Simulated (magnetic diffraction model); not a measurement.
# Which magnetic order? Er3CuSiSe7

Space group P6_3 (no. 173), a = 10.5690 Å, c = 5.9780 Å.

| site | atom | x | y | z |
| --- | --- | --- | --- | --- |
| 6c | Er | 0.7668 | 0.1209 | 0.2447 |
| 6c | Se | 0.2542 | 0.1645 | 0.7381 |
| 6c | Se | 0.4136 | 0.5207 | 0.4720 |
| 2b | Se | 2/3 | 1/3 | 0.4635 |
| 2a | Cu | 0 | 0 | 0.7259 |
| 2b | Si | 2/3 | 1/3 | 0.8360 |

This is a made-up structure (elements placed in a structure type, unrelaxed), so the numbers test the method and describe no known phase.

Only Er is taken to order (form factors of Er3+); orders and moment sizes are assumed, and not adapted to the symmetry. Radiation: neutrons of λ = 2.567 Å, 8° to 50°; isotropic B of 0.16 Å² (Er), 0.14 Å² (Se), 0.18 Å² (Cu) and 0.25 Å² (Si). The intensities are simulated: I ∝ L Σ (|F_N|² + |F_M⊥|²) for unpolarised neutrons, with F_M = 2.695 fm/μB × Σ f(s) S exp(2πi Q·r) exp(−B s²) at Q = H ± k (one set where k and −k are equivalent), only the part normal to Q counting and L = 1/(sin²θ cos θ). For collinear order S is the moment m, which repeats by lattice and centring translations R with the sign exp(−2πi k·R). Form factors are spin-only for 3d ions and dipole or tabulated for f ions, scattering lengths are Sears's of 1992, and absorption is left out. A label names one of the reflections at its angle. The strongest nuclear line in the range is 100, and lines under 0.2 are left out.

Above the ordering temperature:

```tsv
2θ (°)	index	I
16.12	(1 0 0)	100.0
28.11	(1 1 0)	42.3
29.72	(1 0 1)	52.8
32.58	(2 0 0)	6.3
37.83	(1 1 1)	62.7
41.37	(2 0 1)	28.3
43.55	(2 1 0)	47.9
49.76	(3 0 0)	0.3
```

Below it (cell unchanged):

| 2θ (°) | I |
| --- | --- |
| 16.12 | 2434.1 |
| 24.80 | 204.6 |
| 28.11 | 208.3 |
| 29.72 | 990.3 |
| 32.58 | 14.2 |
| 37.83 | 918.3 |
| 41.37 | 315.1 |
| 43.55 | 457.2 |
| 49.76 | 163.2 |

**Question.** Find the propagation vector, then choose among these models:
A. collinear moments along [120], 7.9 μB on Er; signs + at (0.7668, 0.1209, 0.2447), − at (0.8791, 0.6459, 0.2447), − at (0.3541, 0.2332, 0.2447), + at (0.6459, 0.7668, 0.7447), + at (0.2332, 0.8791, 0.7447), + at (0.1209, 0.3541, 0.7447)
B. collinear moments along [101], 7.9 μB on Er; signs + at (0.7668, 0.1209, 0.2447), + at (0.8791, 0.6459, 0.2447), − at (0.3541, 0.2332, 0.2447), + at (0.6459, 0.7668, 0.7447), − at (0.2332, 0.8791, 0.7447), − at (0.1209, 0.3541, 0.7447)
C. collinear moments along [120], 7.9 μB on Er; signs + at (0.7668, 0.1209, 0.2447), + at (0.8791, 0.6459, 0.2447), − at (0.3541, 0.2332, 0.2447), + at (0.6459, 0.7668, 0.7447), − at (0.2332, 0.8791, 0.7447), − at (0.1209, 0.3541, 0.7447)
D. collinear moments along [101], 7.9 μB on Er; signs + at (0.7668, 0.1209, 0.2447), − at (0.8791, 0.6459, 0.2447), − at (0.3541, 0.2332, 0.2447), + at (0.6459, 0.7668, 0.7447), + at (0.2332, 0.8791, 0.7447), + at (0.1209, 0.3541, 0.7447)

No line moves, and magnetic intensity falls on nuclear lines such as the one at 16.12°; new lines at (0 0 1) have whole indices that obey the lattice centring, at places with no nuclear intensity to speak of, so the magnetic cell equals the chemical primitive cell: k = 0.

Magnetic intensity, observed (below minus above) and for each model:

| 2θ (°) | index | observed | A | B | C | D |
| --- | --- | --- | --- | --- | --- | --- |
| 16.12 | (1 0 0) | 2334.1 | 1181.4 | 1934.1 | 2334.1 | 956.6 |
| 24.80 | (0 0 1) | 204.6 | 818.4 | 155.0 | 204.6 | 620.0 |
| 28.11 | (1 1 0) | 166.0 | 352.2 | 49.9 | 166.0 | 487.6 |
| 29.72 | (1 0 1) | 937.5 | 752.6 | 669.0 | 937.5 | 605.0 |
| 32.58 | (2 0 0) | 7.9 | 558.3 | 366.0 | 7.9 | 483.9 |
| 37.83 | (1 1 1) | 855.6 | 440.4 | 1039.9 | 855.6 | 549.1 |
| 41.37 | (2 0 1) | 286.7 | 362.1 | 244.9 | 286.7 | 480.4 |
| 43.55 | (2 1 0) | 409.2 | 182.0 | 370.2 | 409.2 | 275.2 |

Model C matches.

The structure used: k = (0 0 0), collinear moments along [120], 7.9 μB on Er; signs + at (0.7668, 0.1209, 0.2447), + at (0.8791, 0.6459, 0.2447), − at (0.3541, 0.2332, 0.2447), + at (0.6459, 0.7668, 0.7447), − at (0.2332, 0.8791, 0.7447), − at (0.1209, 0.3541, 0.7447).

[Logs are printed without paths, hosts, clocks, repeated set-up lines and the standing remarks that a program may print on its own settings, such as how far it seeks lower states.]
